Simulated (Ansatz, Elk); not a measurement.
# Bonding as seen by X-rays: LiMnNi, part 2 of 2

Structure refinements treat a crystal as free atoms side by side. For a made-up structure of LiMnNi (cell and positions from a PBE relaxation) the runs below show what the calculated density changes in F(hkl).

Elk 11.2.3 (patched build); all-electron DFT.

So far: Starting point; Ground state and structure factors; The magnetisation density; The highest occupied states alone.

The structure was built from a prototype and need not be the compound's stable phase.

### Step 5. Another functional

Level of this step: DFT, LDA (Perdew-Wang), all-electron APW+lo, Dirac cores, scalar-relativistic bands, static density, ferromagnetic start (Elk).

The difference from free atoms is small, so it is set against the change that LDA (Perdew-Wang) makes.

elk.in reads:

```
tasks
  0
  195
  196

xctype
  3

spinpol
  .true.

rgkmax
  7.0

gmaxvr
  14.0

lmaxo
  7

lmaxapw
  8

swidth
  0.002

tshift
  .false.

ramdisk
  .false.

hmaxvr
  5.5

maxscl
  120

epspot
  1e-06

reducebf
  0.8

sppath
  './'

avec
  7.73584804478 0.00000000000 0.00000000000
  -3.86792402239 6.69944092660 0.00000000000
  0.00000000000 0.00000000000 4.88105687407

atoms
  3
  'Ni.in'
  1
  0.6666666667 0.3333333333 0.0000000000   0.000000 0.000000 -0.030000
  'Mn.in'
  1
  0.3333333333 0.6666666667 0.5000000000   0.000000 0.000000 -0.175000
  'Li.in'
  1
  0.0000000000 -0.0000000000 0.0000000000   0.000000 0.000000 0.000000

ngridk
  6 6 7
```

The run is started by

```
$ OMP_NUM_THREADS=4 elk
```

Numbers of over 12 decimals in the logs are rounded to 6 here.

Output:

```text
┌─────────────────────────┐
│ Elk code version 11.2.3 │
└─────────────────────────┘

All units are atomic (Hartree, Bohr, etc.)

┌─────────────────────────────────────────────────┐
│ Ground-state run starting from atomic densities │
└─────────────────────────────────────────────────┘

Lattice vectors :
   7.735848045       0.000000000       0.000000000
  -3.867924022       6.699440927       0.000000000
   0.000000000       0.000000000       4.881056874

Reciprocal lattice vectors :
  0.8122167435      0.4689335555      -0.000000000
[...]
total charge                :    56.00000000
 error                       :   0.4929227902E-03

Moments :
 interstitial                :   0.7756120752E-01
 muffin-tins
  species : 1 (Ni)
[...]
species : 2 (Mn)
   atom 1                    :    3.356870684
  species : 3 (Li)
   atom 1                    :  -0.6360737718E-02
 total in muffin-tins        :    3.803986657
 total moment                :    3.881547865

┌──────────────────────────────┐
│ Self-consistent loop stopped │
└──────────────────────────────┘

Warning : core states of species 1 leak from the muffin-tin :   0.2873834049E-03

Wrote STATE.OUT
[key lines of the parts left out:]
total energy                :     -2682.3132591097
```

Run time: 51 s. Hardware: 4 threads of Arm Neoverse V2, shared host; peak memory 0.16 GiB; 3.1 min of CPU time.

Against the first run R = 0.09 %; the largest change is -0.042 at 002. The moment goes from 4.00 to 3.88 μB.

### Step 6. A coarser k-mesh

About half the k-points along each axis test the sampling.

Changes to elk.in since step 5:

```diff
@@ -6,3 +6,3 @@
 xctype
-  3
+  20
 
@@ -65,2 +65,2 @@
 ngridk
-  6 6 7
+  3 3 4
```

The run is started by

```
$ OMP_NUM_THREADS=4 elk
```

Output:

```text
┌─────────────────────────┐
│ Elk code version 11.2.3 │
└─────────────────────────┘

All units are atomic (Hartree, Bohr, etc.)

┌─────────────────────────────────────────────────┐
│ Ground-state run starting from atomic densities │
└─────────────────────────────────────────────────┘

Lattice vectors :
   7.735848045       0.000000000       0.000000000
  -3.867924022       6.699440927       0.000000000
   0.000000000       0.000000000       4.881056874

Reciprocal lattice vectors :
  0.8122167435      0.4689335555      -0.000000000
[...]
total charge                :    56.00000000
 error                       :   0.5094769698E-03

Moments :
 interstitial                :   0.4869012206E-01
 muffin-tins
  species : 1 (Ni)
[...]
species : 2 (Mn)
   atom 1                    :    3.516536724
  species : 3 (Li)
   atom 1                    :  -0.1487899923E-01
 total in muffin-tins        :    3.950658194
 total moment                :    3.999348316

┌──────────────────────────────┐
│ Self-consistent loop stopped │
└──────────────────────────────┘

Warning : core states of species 1 leak from the muffin-tin :   0.2773952036E-03

Wrote STATE.OUT
[key lines of the parts left out:]
total energy                :     -2686.9926989234
```

Run time: 55 s. Hardware: 4 threads; peak memory 0.22 GiB.

Against the first run R = 0.03 %; the largest change is -0.025 at 004. The moment goes from 4.00 to 4.00 μB.

### Step 7. Basis size

The basis and the expansions that go with it are enlarged, to see whether the differences are converged.

Changes to elk.in since step 6:

```diff
@@ -12,12 +12,12 @@
 rgkmax
-  7.0
+  8.5
 
 gmaxvr
-  14.0
+  18.0
 
 lmaxo
-  7
+  9
 
 lmaxapw
-  8
+  10
 
@@ -65,2 +65,2 @@
 ngridk
-  3 3 4
+  6 6 7
```

The run is started by

```
$ OMP_NUM_THREADS=4 elk
```

Output:

```text
┌─────────────────────────┐
│ Elk code version 11.2.3 │
└─────────────────────────┘

All units are atomic (Hartree, Bohr, etc.)

┌─────────────────────────────────────────────────┐
│ Ground-state run starting from atomic densities │
└─────────────────────────────────────────────────┘

Lattice vectors :
   7.735848045       0.000000000       0.000000000
  -3.867924022       6.699440927       0.000000000
   0.000000000       0.000000000       4.881056874

Reciprocal lattice vectors :
  0.8122167435      0.4689335555      -0.000000000
[...]
total charge                :    56.00000000
 error                       :   0.2514058874E-03

Moments :
 interstitial                :   0.3917217757E-01
 muffin-tins
  species : 1 (Ni)
[...]
species : 2 (Mn)
   atom 1                    :    3.506185406
  species : 3 (Li)
   atom 1                    :  -0.1341469560E-01
 total in muffin-tins        :    3.947150687
 total moment                :    3.986322865

┌──────────────────────────────┐
│ Self-consistent loop stopped │
└──────────────────────────────┘

Warning : core states of species 1 leak from the muffin-tin :   0.2768848268E-03

Wrote STATE.OUT
[key lines of the parts left out:]
total energy                :     -2686.9962847785
```

The job ended after 4 min (4 threads; peak memory 0.38 GiB; 15 min of CPU time).

Against the first run R = 0.01 %; the largest change is +0.003 at 110. The moment goes from 4.00 to 3.99 μB.

### Step 8. Settings against the effect

```
                              run  R against the first run (%)  R against neutral atoms, low angle (%)  wall time
                    PBE, rgkmax 7                         0.00                                    0.60      2 min
                LDA (Perdew-Wang)                         0.09                                    0.63       51 s
                     k-mesh 3×3×4                         0.03                                    0.59       55 s
rgkmax 8.5 with larger expansions                         0.01                                    0.60      4 min
```

### Step 9. Results

* R against neutral atoms, sin θ/λ < 0.3 Å⁻¹: 0.60 %
* R against neutral atoms, 0.3 to 0.82 Å⁻¹: 0.22 %

Independent neutral atoms miss the calculated amplitudes by R = 0.60 % below 0.3 Å⁻¹ and 0.22 % from there to 0.82 Å⁻¹; by shells, 0.44 % below 0.15 Å⁻¹ (1 form), 0.63 % 0.15 to 0.3 (4 forms), 0.19 % 0.3 to 0.45 (7 forms), 0.22 % above 0.45 (42 forms). Bonding, aspherical density and the tables' own atoms all enter these figures, and the runs don't part them. The largest change of an amplitude is -0.25 electrons, at 110. The magnetic order is that of the start. No other order was tried here, and an antiferromagnetic one would change or move the magnetic intensity. The window's part falls from 18.0 electrons at the origin to at most 2.80 between 0.45 and 0.82 Å⁻¹, where compact states inside the window still scatter. Below 0.3 Å⁻¹ the changes that finished (LDA (Perdew-Wang), k-mesh 3×3×4 and rgkmax 8.5 with larger expansions) move F by R = 0.03 % at most, against the 0.60 % that separates it from free atoms. The magnetic factors move by R = 4.4 % (LDA (Perdew-Wang)), 1.8 % (k-mesh 3×3×4) and 0.1 % (rgkmax 8.5 with larger expansions), so they aren't settled to better than that. Part of the difference isn't bonding: the tables are fits to free atoms and ions calculated by other methods than this functional. Thermal motion, anomalous dispersion and extinction are left out.

[Logs are printed without paths, hosts, clocks, repeated set-up lines and the standing remarks that a program may print on its own settings, such as how far it seeks lower states.]

[Hosts, paths, dates, database ids (printed as entryN), source tags and the programs' standing remarks are cut or masked in the printed files.]
